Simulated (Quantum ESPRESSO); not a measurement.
# Dipole at the next field: Y2COF MXene, 1 layer

How the rows were computed: Quantum ESPRESSO 7.5, PBE, GBRV ultrasoft; sawtooth field along the normal with dipole correction, ions clamped, threshold 1e-9 Ry; cell area 10.891 Å².

| field (V/Å) | dipole (e Å a cell) |
| --- | --- |
| 0 | −0.08894 |
| 0.1 | −0.05544 |
| 0.2 | −0.02171 |

To predict: What is the dipole at 0.4 V/Å, and what electrostatic thickness 4πα/A follows from the rows?

**Worked estimate.** The slope is (−0.02171 − (−0.08894))/0.2 = 0.3362 e Å²/V, so 4πα/A = 180.95 × 0.3362/10.891 = 5.58 Å. Linear response gives p = −0.08894 + 0.3362 × (0.4) = 0.04552 e Å; a parabola through the three rows gives 0.04644.

**The withheld run.** p = 0.04589 e Å. The line misses by 0.3 % of the induced dipole and the parabola by 0.4 %. The response is linear over this range.

Caveats: Electrons alone respond; local and semilocal functionals tend to overscreen.
